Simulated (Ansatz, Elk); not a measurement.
## How far do independent atoms describe TaTiSe2S2?

Structure refinements treat a crystal as free atoms side by side. For a made-up structure of TaTiSe2S2 (cell and positions from a PBE relaxation) the runs below show what the calculated density changes in F(hkl).

Calculated with Elk 11.2.3 (patched build); DFT, PBE, all-electron APW+lo, Dirac cores, scalar-relativistic bands, static density, no spin.

The structure was built from a prototype and need not be the compound's stable phase.

### 1. Set-up

It takes space group R3m (No. 160, trigonal). The conventional cell has a = 3.434 Å, b = 3.434 Å, c = 40.581 Å, α = 90.00°, β = 90.00°, γ = 120.00°. Ta has 6 S at 2.49 Å nearest. Nearest to Se lie 3 Ti at 2.57 Å. Ti has 6 Se at 2.57 Å nearest. Nearest to S lie 3 Ta at 2.49 Å. S has 3 Ta at 2.49 Å nearest. Farther neighbours and most contacts between anions are not listed.

As a file:

```cif
data_structure
_symmetry_space_group_name_H-M 'R3m:H'
_symmetry_Int_Tables_number 160
_cell_length_a 3.4344
_cell_length_b 3.4344
_cell_length_c 40.5806
_cell_angle_alpha 90.000
_cell_angle_beta 90.000
_cell_angle_gamma 120.000
_cell_volume 414.54
loop_
_atom_site_label
_atom_site_type_symbol
_atom_site_symmetry_multiplicity
_atom_site_Wyckoff_symbol
_atom_site_fract_x
_atom_site_fract_y
_atom_site_fract_z
_atom_site_occupancy
Ta1 Ta 3 a 0.66667 0.33333 0.25028 1
Se1 Se 3 a 0.33333 0.66667 0.04260 1
Se2 Se 3 a 0.33333 0.66667 0.12300 1
Ti1 Ti 3 a 0.00000 0.00000 0.08277 1
S1 S 3 a 0.00000 0.00000 0.21307 1
S2 S 3 a 0.33333 0.66667 0.28748 1
```

### 2. Ground state and structure factors

An all-electron density is needed, since X-rays see the cores too. Task 0 finds the density and task 195 Fourier-transforms it; tshift is off so that phases refer to the origin typed.

Contents of elk.in:

```
tasks
  0
  195

xctype
  20

spinpol
  .false.

rgkmax
  7.0

gmaxvr
  14.0

lmaxo
  7

lmaxapw
  8

swidth
  0.002

tshift
  .false.

ramdisk
  .false.

hmaxvr
  5.5

maxscl
  120

epspot
  1e-06

sppath
  './'

avec
  3.24508289063 1.87354948045 25.56209178670
  -3.24508289063 1.87354948045 25.56209178670
  -0.00000000000 -3.74709896090 25.56209178670

atoms
  4
  'Ta.in'
  1
  0.0830524147 0.0830524147 0.0830524147   0.000000 0.000000 0.000000
  'Se.in'
  2
  0.6240693609 0.6240693609 0.6240693609   0.000000 0.000000 0.000000
  0.5436664176 0.5436664176 0.5436664176   0.000000 0.000000 0.000000
  'Ti.in'
  1
  0.9172252115 0.9172252115 0.9172252115   0.000000 0.000000 0.000000
  'S.in'
  2
  0.7869333510 0.7869333510 0.7869333510   0.000000 0.000000 0.000000
  0.3791865383 0.3791865383 0.3791865383   0.000000 0.000000 0.000000

ngridk
  8 8 8
```

The run is started by

```
$ OMP_NUM_THREADS=4 elk
```

Numbers of over 12 decimals in the logs are rounded to 6 here.

The log of the run:

```text
┌─────────────────────────┐
│ Elk code version 11.2.3 │
└─────────────────────────┘

All units are atomic (Hartree, Bohr, etc.)

┌─────────────────────────────────────────────────┐
│ Ground-state run starting from atomic densities │
└─────────────────────────────────────────────────┘

Lattice vectors :
   3.245082891       1.873549480       25.56209179
  -3.245082891       1.873549480       25.56209179
  -0.000000000      -3.747098961       25.56209179

Reciprocal lattice vectors :
  0.9681085998      0.5589377607      0.8193363516E-01
 -0.9681085998      0.5589377607      0.8193363516E-01
  0.1444132178E-16  -1.117875521      0.8193363516E-01

Unit cell volume      :    932.4780172
Brillouin zone volume :   0.2660118618

Muffin-tin inner radius fraction :   0.1000000000E-01

Nuclei treated as point charges

Species : 1 (Ta)
 parameters loaded from : Ta.in
 name : tantalum
 nuclear charge    :   -73.00000000
 electronic charge :    73.00000000
 atomic mass :    329847.8435
 muffin-tin radius :    2.609265295
 number of radial points in muffin-tin :   1393
 inner part over the whole radius :   0.9890249906E-02
 number on inner part of muffin-tin    :    997
 approximate nuclear radius :   0.1005189763E-03
 number of mesh points to nuclear radius :    521
 atomic positions (lattice), magnetic fields (Cartesian) :
  1 :   0.08305241  0.08305241  0.08305241    0.00000000  0.00000000  0.00000000

Species : 2 (Se)
 parameters loaded from : Se.in
 name : selenium
 nuclear charge    :   -34.00000000
 electronic charge :    34.00000000
 atomic mass :    143935.2749
 muffin-tin radius :    2.400000000
 number of radial points in muffin-tin :    993
 inner part over the whole radius :   0.9976188588E-02
 number on inner part of muffin-tin    :    703
 approximate nuclear radius :   0.7785908700E-04
 number of mesh points to nuclear radius :    342
 atomic positions (lattice), magnetic fields (Cartesian) :
  1 :   0.62406936  0.62406936  0.62406936    0.00000000  0.00000000  0.00000000
  2 :   0.54366642  0.54366642  0.54366642    0.00000000  0.00000000  0.00000000

Species : 3 (Ti)
 parameters loaded from : Ti.in
 name : titanium
 nuclear charge    :   -22.00000000
 electronic charge :    22.00000000
 atomic mass :    87256.20317
 muffin-tin radius :    2.400000000
 number of radial points in muffin-tin :    993
 inner part over the whole radius :   0.9985722337E-02
 number on inner part of muffin-tin    :    699
 approximate nuclear radius :   0.6805665174E-04
 number of mesh points to nuclear radius :    325
 atomic positions (lattice), magnetic fields (Cartesian) :
  1 :   0.91722521  0.91722521  0.91722521    0.00000000  0.00000000  0.00000000

Species : 4 (S)
 parameters loaded from : S.in
 name : sulphur
 nuclear charge    :   -16.00000000
 electronic charge :    16.00000000
 atomic mass :    58450.91931
 muffin-tin radius :    2.050137017
 number of radial points in muffin-tin :    793
 inner part over the whole radius :   0.9910996167E-02
 number on inner part of muffin-tin    :    553
 approximate nuclear radius :   0.6195814986E-04
 number of mesh points to nuclear radius :    252
 atomic positions (lattice), magnetic fields (Cartesian) :
  1 :   0.78693335  0.78693335  0.78693335    0.00000000  0.00000000  0.00000000
  2 :   0.37918654  0.37918654  0.37918654    0.00000000  0.00000000  0.00000000

Total number of atoms per unit cell :    6
Total muffin-tin volume :    320.3179418
 ratio of muffin-tin to unit cell volume :   0.3435125932

Spin treatment :
 spin-unpolarised

Number of Bravais lattice symmetries :   12
Number of crystal symmetries         :    6
Crystal has no inversion symmetry
Complex Hermitian eigensolver will be used

k-point grid :      8     8     8
k-point offset :    0.000000000       0.000000000       0.000000000
k-point set is reduced with full crystal symmetry group
Total number of k-points :      120

Muffin-tin radius times maximum |G+k| :    7.000000000
 using average radius
[...]
electron entropic           :    -0.14980809861016E-02
 total energy                :     -22139.856088464

Density of states at Fermi energy :    125.3604430
 (states/Hartree/unit cell)

Estimated indirect band gap :   0.1011148652E-02
 from k-point 17 to k-point 108
Estimated direct band gap   :   0.1807406694E-01
 at k-point 46

Charges :
 core                        :    112.0000000
 valence                     :    83.00000000
 interstitial                :    10.43683405
 muffin-tins (core leakage)
  species : 1 (Ta)
[...]
species : 2 (Se)
[...]
species : 3 (Ti)
[...]
species : 4 (S)
[...]
total in muffin-tins        :    184.5631660
 total calculated charge     :    194.9964611
 total charge                :    195.0000000
 error                       :   0.3538867611E-02

RMS change in Kohn-Sham potential (target) :   0.3954767180     (  0.1000000000E-05)
Absolute change in total energy (target)   :   0.5036859263     (  0.1000000000E-03)

[... loops 3 to 20 left out ...]

┌──────────────────┐
│ Loop number : 21 │
└──────────────────┘

Energies :
 Fermi                       :     0.185440
 sum of occupied eigenvalues :     -13337.235168293
 electron kinetic            :      24182.513712238
 core electron kinetic       :      23081.632728678
 Coulomb                     :     -45734.330863666
 Coulomb potential           :     -36754.066662244
 nuclear-nuclear             :     -1544.0584245732
 electron-nuclear            :     -51658.514249244
 Hartree                     :      7468.2418101507
 Madelung                    :     -27357.297532544
 xc potential                :     -765.68221828675
 exchange                    :     -577.21052258274
 correlation                 :     -9.985444
 electron entropic           :    -0.12075644296445E-02
 total energy                :     -22139.014325975

Density of states at Fermi energy :    93.02965300
 (states/Hartree/unit cell)

Estimated indirect band gap :   0.5732776792E-02
 from k-point 26 to k-point 46
Estimated direct band gap   :   0.1530584805E-01
 at k-point 111

Charges :
 core                        :    112.0000000
 valence                     :    83.00000000
 interstitial                :    10.31840094
 muffin-tins (core leakage)
  species : 1 (Ta)
[...]
species : 2 (Se)
[...]
species : 3 (Ti)
[...]
species : 4 (S)
[...]
total in muffin-tins        :    184.6815991
 total calculated charge     :    194.9965578
 total charge                :    195.0000000
 error                       :   0.3442161542E-02

RMS change in Kohn-Sham potential (target) :   0.9726182060E-06 (  0.1000000000E-05)
Absolute change in total energy (target)   :   0.4556527347E-04 (  0.1000000000E-03)

Convergence targets achieved

┌──────────────────┐
│ Loop number : 22 │
└──────────────────┘

Energies :
 Fermi                       :     0.185440
 sum of occupied eigenvalues :     -13337.235227181
 electron kinetic            :      24182.513686808
 core electron kinetic       :      23081.632715012
 Coulomb                     :     -45734.330879277
 Coulomb potential           :     -36754.066666224
 nuclear-nuclear             :     -1544.0584245732
 electron-nuclear            :     -51658.514277116
 Hartree                     :      7468.2418224112
 Madelung                    :     -27357.297546166
 xc potential                :     -765.68224776527
 exchange                    :     -577.21052195820
 correlation                 :     -9.985444
 electron entropic           :    -0.12075623068246E-02
 total energy                :     -22139.014366327

Density of states at Fermi energy :    93.02947248
 (states/Hartree/unit cell)

Estimated indirect band gap :   0.5732780420E-02
 from k-point 26 to k-point 46
Estimated direct band gap   :   0.1530596093E-01
 at k-point 111

Charges :
 core                        :    112.0000000
 valence                     :    83.00000000
 interstitial                :    10.31840141
 muffin-tins (core leakage)
  species : 1 (Ta)
[...]
species : 2 (Se)
[...]
species : 3 (Ti)
   atom 1                    :    20.34029119     ( -0.2204313709E-06)
  species : 4 (S)
   atom 1                    :    14.09782746     (  0.1907914613E-03)
   atom 2                    :    14.09817374     (  0.1908011039E-03)
 total in muffin-tins        :    184.6815986
 total calculated charge     :    194.9965578
 total charge                :    195.0000000
 error                       :   0.3442160876E-02

┌──────────────────────────────┐
│ Self-consistent loop stopped │
└──────────────────────────────┘

Warning : core states of species 4 leak from the muffin-tin :   0.1908011039E-03

Wrote STATE.OUT
```

Wall time 6 min (4 threads of Arm Neoverse V2, shared host); peak memory 0.78 GiB; 20 min of CPU time.

SFACRHO.OUT:

```text

h k l indices transformed by vhmat matrix:
   1.000000000       0.000000000       0.000000000    
   0.000000000       1.000000000       0.000000000    
   0.000000000       0.000000000       1.000000000    

      h      k      l  multipl.   |H|            Re(F)            Im(F)           |F|

      0      0      0      1   0.0000000       195.00000      0.37152913E-16   195.00000    
     -1     -1     -1      1  0.24580091       1.2258562      -25.906946       25.935932    
      1      1      1      1  0.24580091       1.2258562       25.906946       25.935932    
     -2     -2     -2      1  0.49160181      -99.647767     -0.29364717       99.648200    
      2      2      2      1  0.49160181      -99.647767      0.29364717       99.648200    
      3      3      3      1  0.73740272     -0.25251222      -74.859021       74.859447    
     -3     -3     -3      1  0.73740272     -0.25251222       74.859021       74.859447    
      4      4      4      1  0.98320362      0.47749756      -2.4939753       2.5392748    
     -4     -4     -4      1  0.98320362      0.47749756       2.4939753       2.5392748    
      1      0      0      3   1.1208741       16.394063      -7.8858634       18.192090    
      0     -1      0      3   1.1208741       16.394063       7.8858634       18.192090    
      1      1      0      3   1.1298222       55.036073       66.111478       86.021490    
     -1      0     -1      3   1.1298222       55.036073      -66.111478       86.021490    
     -1     -1     -2      3   1.1649273      -59.507369      -74.413586       95.281209    
      2      1      1      3   1.1649273      -59.507369       74.413586       95.281209    
      2      2      1      3   1.1905770      -33.435050       3.2066062       33.588463    
     -2     -2     -1      3   1.1905770      -33.435050      -3.2066062       33.588463    
      5      5      5      1   1.2290045     -0.27907770       68.592264       68.592832
```

Elk indexes on the primitive cell of elk.in and gives |H| = 4π sin θ/λ in inverse bohr. Below, one row stands for each form hkl of the conventional cell (m members, Friedel mates merged), F is for one primitive cell and the density is static (no thermal factor). Free-atom factors are Waasmaier and Kirfel's, and R is Σm||F|−|F'||/Σm|F|.

```csv
hkl,m,sin θ/λ (Å⁻¹),"abs F, DFT",neutral atoms,diff.,abs of complex diff.
003,2,0.037,25.936,26.005,-0.069,0.069
006,2,0.074,99.648,99.440,+0.208,0.208
009,2,0.111,74.859,74.972,-0.113,0.113
0 0 12,2,0.148,2.539,2.692,-0.152,0.542
101,6,0.169,18.192,18.442,-0.250,0.471
012,6,0.170,86.022,86.068,-0.046,0.051
104,6,0.175,95.281,95.107,+0.174,0.177
015,6,0.179,33.588,34.108,-0.519,0.561
0 0 15,2,0.185,68.593,68.652,-0.059,0.069
107,6,0.189,103.184,103.241,-0.057,0.072
018,6,0.195,21.586,21.873,-0.287,0.342
1 0 10,6,0.208,32.184,32.161,+0.023,0.101
0 1 11,6,0.216,116.413,116.833,-0.419,0.421
0 0 18,2,0.222,55.654,56.701,-1.047,1.047
1 0 13,6,0.232,130.733,130.954,-0.221,0.231
0 1 14,6,0.241,24.423,24.593,-0.171,0.173
0 0 21,2,0.259,20.335,20.314,+0.021,0.070
1 0 16,6,0.259,19.697,19.673,+0.024,0.083
```

### 3. The highest occupied states alone

An energy window below the Fermi level keeps the highest occupied states, to see at which angles they scatter; shallow core shells can lie inside it and anion s states outside. No new self-consistency is needed.

Edit elk.in of step 2 so:

```diff
@@ -1,3 +1,2 @@
 tasks
-  0
   195
@@ -40,2 +39,5 @@
 
+wsfac
+  -0.365800 0.485440
+
 sppath
```

The run is started by

```
$ OMP_NUM_THREADS=4 elk
```

The log of the run:

```text
┌─────────────────────────────────┐
│ Elk code version 11.2.3 started │
└─────────────────────────────────┘

Info(readinput): the functional depends on the density's gradient
 muffin-tin radial points multiplied by    2.00000
 (not where nrmtscf is given)

┌────────────────────┐
│ Current task : 195 │
└────────────────────┘
Info(checkmt): changed muffin-tin radius of species 1 (Ta) from   2.8000 to   2.6093
Info(checkmt): changed muffin-tin radius of species 4 (S) from   2.2000 to   2.0501

Info(sfacrho): density structure factors written to SFACRHO.OUT

 Energy window :  -0.3658000000      0.4854400000

┌──────────────────┐
│ Elk code stopped │
└──────────────────┘
```

Elapsed: 25 s, on 4 threads; peak memory 0.49 GiB; 37 s of CPU time.

States within 15 eV below the Fermi level hold 33.00 electrons; any levels below the window count with the cores. Their amplitudes can exceed the total, where window and core parts have opposite phase:

| hkl | sin θ/λ (Å⁻¹) | abs F, window | abs F, all |
| --- | --- | --- | --- |
| 003 | 0.037 | 1.386 | 25.936 |
| 006 | 0.074 | 8.837 | 99.648 |
| 009 | 0.111 | 1.047 | 74.859 |
| 0 0 12 | 0.148 | 8.412 | 2.539 |
| 101 | 0.169 | 4.210 | 18.192 |
| 012 | 0.170 | 0.996 | 86.022 |
| 104 | 0.175 | 4.421 | 95.281 |
| 015 | 0.179 | 4.561 | 33.588 |
| 0 0 15 | 0.185 | 1.498 | 68.593 |
| 107 | 0.189 | 5.357 | 103.184 |

### 4. Another functional

The difference from free atoms is small, so it is set against the change that LDA (Perdew-Wang) makes.

Edit elk.in of step 3 so:

```diff
@@ -1,2 +1,3 @@
 tasks
+  0
   195
@@ -4,3 +5,3 @@
 xctype
-  20
+  3
 
@@ -39,5 +40,2 @@
 
-wsfac
-  -0.365800 0.485440
-
 sppath
```

The run is started by

```
$ OMP_NUM_THREADS=4 elk
```

The log of the run:

```text
┌─────────────────────────┐
│ Elk code version 11.2.3 │
└─────────────────────────┘

All units are atomic (Hartree, Bohr, etc.)

┌─────────────────────────────────────────────────┐
│ Ground-state run starting from atomic densities │
└─────────────────────────────────────────────────┘

Lattice vectors :
   3.245082891       1.873549480       25.56209179
  -3.245082891       1.873549480       25.56209179
  -0.000000000      -3.747098961       25.56209179

Reciprocal lattice vectors :
  0.9681085998      0.5589377607      0.8193363516E-01
[...]
species : 2 (Se)
[...]
species : 3 (Ti)
[...]
species : 4 (S)
   atom 1                    :    14.07554534     (  0.1862895657E-03)
   atom 2                    :    14.07546697     (  0.1862837546E-03)
 total in muffin-tins        :    184.6808766
 total calculated charge     :    194.9966179
 total charge                :    195.0000000
 error                       :   0.3382127617E-02

┌──────────────────────────────┐
│ Self-consistent loop stopped │
└──────────────────────────────┘

Warning : core states of species 4 leak from the muffin-tin :   0.1862895657E-03

Wrote STATE.OUT
[key lines of the parts left out:]
total energy                :     -22119.305743469
```

Wall time 5 min (4 threads); peak memory 0.69 GiB; 18 min of CPU time.

Against the first run R = 0.04 %; the largest change is -0.049 at 0 2 37.

### 5. A coarser k-mesh

About half the k-points along each axis test the sampling.

Edit elk.in of step 4 so:

```diff
@@ -5,3 +5,3 @@
 xctype
-  3
+  20
 
@@ -66,2 +66,2 @@
 ngridk
-  8 8 8
+  4 4 4
```

The run is started by

```
$ OMP_NUM_THREADS=4 elk
```

The log of the run:

```text
┌─────────────────────────┐
│ Elk code version 11.2.3 │
└─────────────────────────┘

All units are atomic (Hartree, Bohr, etc.)

┌─────────────────────────────────────────────────┐
│ Ground-state run starting from atomic densities │
└─────────────────────────────────────────────────┘

Lattice vectors :
   3.245082891       1.873549480       25.56209179
  -3.245082891       1.873549480       25.56209179
  -0.000000000      -3.747098961       25.56209179

Reciprocal lattice vectors :
  0.9681085998      0.5589377607      0.8193363516E-01
[...]
species : 2 (Se)
[...]
species : 3 (Ti)
[...]
species : 4 (S)
   atom 1                    :    14.10290409     (  0.1909428814E-03)
   atom 2                    :    14.10340462     (  0.1909569214E-03)
 total in muffin-tins        :    184.6955206
 total calculated charge     :    194.9965533
 total charge                :    195.0000000
 error                       :   0.3446654493E-02

┌──────────────────────────────┐
│ Self-consistent loop stopped │
└──────────────────────────────┘

Warning : core states of species 4 leak from the muffin-tin :   0.1909569214E-03

Wrote STATE.OUT
[key lines of the parts left out:]
total energy                :     -22139.016181068
```

Elapsed: 2.1 min, on 4 threads; peak memory 0.77 GiB; 4.6 min of CPU time.

Against the first run R = 0.01 %; the largest change is -0.033 at 009.

### 6. Settings against the effect

```csv
run,R against the first run (%),"R against neutral atoms, low angle (%)",wall time
"PBE, rgkmax 7",0.00,0.34,6 min
LDA (Perdew-Wang),0.04,0.33,5 min
k-mesh 4×4×4,0.01,0.35,2.1 min
```

### 7. Summary of results

```json
{
 "R against neutral atoms, sin θ/λ < 0.3 Å⁻¹": "0.34 %",
 "R against neutral atoms, 0.3 to 0.62 Å⁻¹": "0.20 %"
}
```

What this shows: Independent neutral atoms miss the calculated amplitudes by R = 0.34 % below 0.3 Å⁻¹ and 0.20 % from there to 0.62 Å⁻¹; by shells, 0.27 % below 0.15 Å⁻¹ (4 forms), 0.35 % 0.15 to 0.3 (20 forms), 0.22 % 0.3 to 0.45 (40 forms), 0.19 % above 0.45 (85 forms). Bonding, aspherical density and the tables' own atoms all enter these figures, and the runs don't part them. The largest change of an amplitude is -1.05 electrons, at 0 0 18. R counts amplitudes alone; phases shift too. The window's part falls from 33.0 electrons at the origin to at most 0.61 between 0.45 and 0.62 Å⁻¹. Below 0.3 Å⁻¹ the changes that finished (LDA (Perdew-Wang) and k-mesh 4×4×4) move F by R = 0.02 % at most, against the 0.34 % that separates it from free atoms. The basis has no finished test. These runs have no spin, though d or f shells may be open. The electron count is odd, so without spin the run is a metal by force. Spin-orbit coupling is left out, which can matter for elements this heavy. Part of the difference isn't bonding: the tables are fits to free atoms and ions calculated by other methods than this functional. Thermal motion, anomalous dispersion and extinction are left out.

[Logs are printed without paths, hosts, clocks, repeated set-up lines and the standing remarks that a program may print on its own settings, such as how far it seeks lower states.]

[Hosts, paths, dates, database ids (printed as entryN), source tags and the programs' standing remarks are cut or masked in the printed files.]
